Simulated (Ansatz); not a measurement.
G0W0 rungs for LaGaO3 (Pnma).

```
La Ga O
1.0
     5.48589    0.00000    0.00000
     0.00000    7.76421    0.00000
     0.00000    0.00000    5.51395
La Ga O
4 4 12
Direct
  0.98000 0.25000 0.00500
  0.02000 0.75000 0.99500
  0.52000 0.75000 0.50500
  0.48000 0.25000 0.49500
  0.00000 0.00000 0.50000
  0.00000 0.50000 0.50000
  0.50000 0.00000 0.00000
  0.50000 0.50000 0.00000
  0.51300 0.25000 0.92900
  0.48700 0.75000 0.07100
  0.98700 0.75000 0.42900
  0.01300 0.25000 0.57100
  0.72300 0.03670 0.28100
  0.27700 0.53670 0.71900
  0.77700 0.96330 0.78100
  0.22300 0.46330 0.21900
  0.27700 0.96330 0.71900
  0.72300 0.46330 0.28100
  0.22300 0.03670 0.21900
  0.77700 0.53670 0.78100
```

The cell and positions come from the Crystallography Open Database and are kept as given unless a step says otherwise. Spin-orbit coupling is left out unless a run names it.

Runs so far (Ansatz 0.2.0, start LDA, hard PAW files, 4×2×4 mesh). Times are wall times on 1 × NVIDIA GB200 with 16 threads of Arm Neoverse V2, shared host, good to a factor of about two.

```csv
bands summed,cutoff (eV),gap on the mesh (eV),time
801,120,5.394,68 s
1608,200,5.446,2.8 min
```

Question: What should the next rung give, with 3010 bands and screening to 310 eV, and where is the limit?

The error falls about as one over the bands when the cutoff rises with them. A line through the two highest rungs given predicts 5.470 eV; the run gave 5.484 eV, a miss of 0.014 eV, so the law fails here: the steps don't follow it yet. The two highest rungs put the limit near 5.527 eV, the pair below near 5.497 eV; neither can be trusted until a further rung is run.

Gaps are over the mesh's points; an edge off the mesh would be missed. Limits: not at the basis limit; f levels unsure; no spin-orbit coupling; coarse k mesh.

[Paths, hosts, dates, memory and timing lines, banners, echoed tables and standing remarks are left out of the program output.]

[Logs are printed without paths, hosts, clocks, repeated set-up lines and the standing remarks that a program may print on its own settings, such as how far it seeks lower states.]

[Runs of the session that timed out or met a known fault of the program may be left out.]

[Cells called generated may have been cut or substituted from an entry of the Crystallography Open Database or the Materials Project.]

[Hosts, paths, dates, database ids (printed as entryN), source tags and the programs' standing remarks are cut or masked in the printed files.]
